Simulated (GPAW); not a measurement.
A computed optical spectrum

Method: GPAW, PBE, RPA, without spin-orbit coupling, line width 0.12 eV (Lorentzian); metals get a typed carrier damping. The response is along the first axis of the cell.

```json
{"E (eV)": "0.00", "Im ε": "0.00"}
{"E (eV)": "0.25", "Im ε": "0.01"}
{"E (eV)": "0.50", "Im ε": "0.02"}
{"E (eV)": "0.75", "Im ε": "0.03"}
{"E (eV)": "1.00", "Im ε": "0.04"}
{"E (eV)": "1.25", "Im ε": "0.05"}
{"E (eV)": "1.50", "Im ε": "0.07"}
{"E (eV)": "1.75", "Im ε": "0.10"}
{"E (eV)": "2.00", "Im ε": "0.18"}
{"E (eV)": "2.25", "Im ε": "0.51"}
{"E (eV)": "2.50", "Im ε": "0.41"}
{"E (eV)": "2.75", "Im ε": "1.19"}
{"E (eV)": "3.00", "Im ε": "0.87"}
{"E (eV)": "3.25", "Im ε": "1.70"}
{"E (eV)": "3.50", "Im ε": "1.33"}
{"E (eV)": "3.75", "Im ε": "2.10"}
{"E (eV)": "4.00", "Im ε": "2.97"}
{"E (eV)": "4.25", "Im ε": "3.18"}
{"E (eV)": "4.50", "Im ε": "4.89"}
{"E (eV)": "4.75", "Im ε": "5.10"}
{"E (eV)": "5.00", "Im ε": "6.25"}
{"E (eV)": "5.25", "Im ε": "9.62"}
{"E (eV)": "5.50", "Im ε": "7.46"}
{"E (eV)": "5.75", "Im ε": "9.14"}
{"E (eV)": "6.00", "Im ε": "7.82"}
{"E (eV)": "6.25", "Im ε": "6.68"}
{"E (eV)": "6.50", "Im ε": "7.35"}
{"E (eV)": "6.75", "Im ε": "6.77"}
{"E (eV)": "7.00", "Im ε": "7.26"}
{"E (eV)": "7.25", "Im ε": "6.39"}
{"E (eV)": "7.50", "Im ε": "5.96"}
{"E (eV)": "7.75", "Im ε": "5.29"}
{"E (eV)": "8.00", "Im ε": "4.93"}
{"E (eV)": "8.25", "Im ε": "4.92"}
{"E (eV)": "8.50", "Im ε": "4.72"}
{"E (eV)": "8.75", "Im ε": "4.28"}
{"E (eV)": "9.00", "Im ε": "3.87"}
{"E (eV)": "9.25", "Im ε": "3.16"}
{"E (eV)": "9.50", "Im ε": "2.90"}
{"E (eV)": "9.75", "Im ε": "3.07"}
{"E (eV)": "10.00", "Im ε": "3.21"}
{"E (eV)": "10.25", "Im ε": "2.84"}
{"E (eV)": "10.50", "Im ε": "2.90"}
{"E (eV)": "10.75", "Im ε": "2.53"}
{"E (eV)": "11.00", "Im ε": "2.35"}
{"E (eV)": "11.25", "Im ε": "2.17"}
{"E (eV)": "11.50", "Im ε": "2.08"}
{"E (eV)": "11.75", "Im ε": "1.78"}
{"E (eV)": "12.00", "Im ε": "1.61"}
{"E (eV)": "12.25", "Im ε": "1.52"}
{"E (eV)": "12.50", "Im ε": "1.41"}
{"E (eV)": "12.75", "Im ε": "1.24"}
{"E (eV)": "13.00", "Im ε": "1.25"}
{"E (eV)": "13.25", "Im ε": "1.24"}
{"E (eV)": "13.50", "Im ε": "1.05"}
{"E (eV)": "13.75", "Im ε": "0.97"}
```

Q: To which candidate does it belong?
A. WS2 (P6_3/mmc)
B. MoS2 (P6_3/mmc)
C. ZnS (P6_3mc)

A: C. ZnS (P6_3mc): ε∞ = 5.49 along the first axis, strongest peak along the first axis at 5.28 eV. The others: WS2 (P6_3/mmc), ε∞ = 12.26 along the first axis, strongest peak along the first axis at 3.35 eV; MoS2 (P6_3/mmc), ε∞ = 13.63 along the first axis, strongest peak along the first axis at 3.00 eV.

[Logs are printed without paths, hosts, clocks, repeated set-up lines and the standing remarks that a program may print on its own settings, such as how far it seeks lower states.]
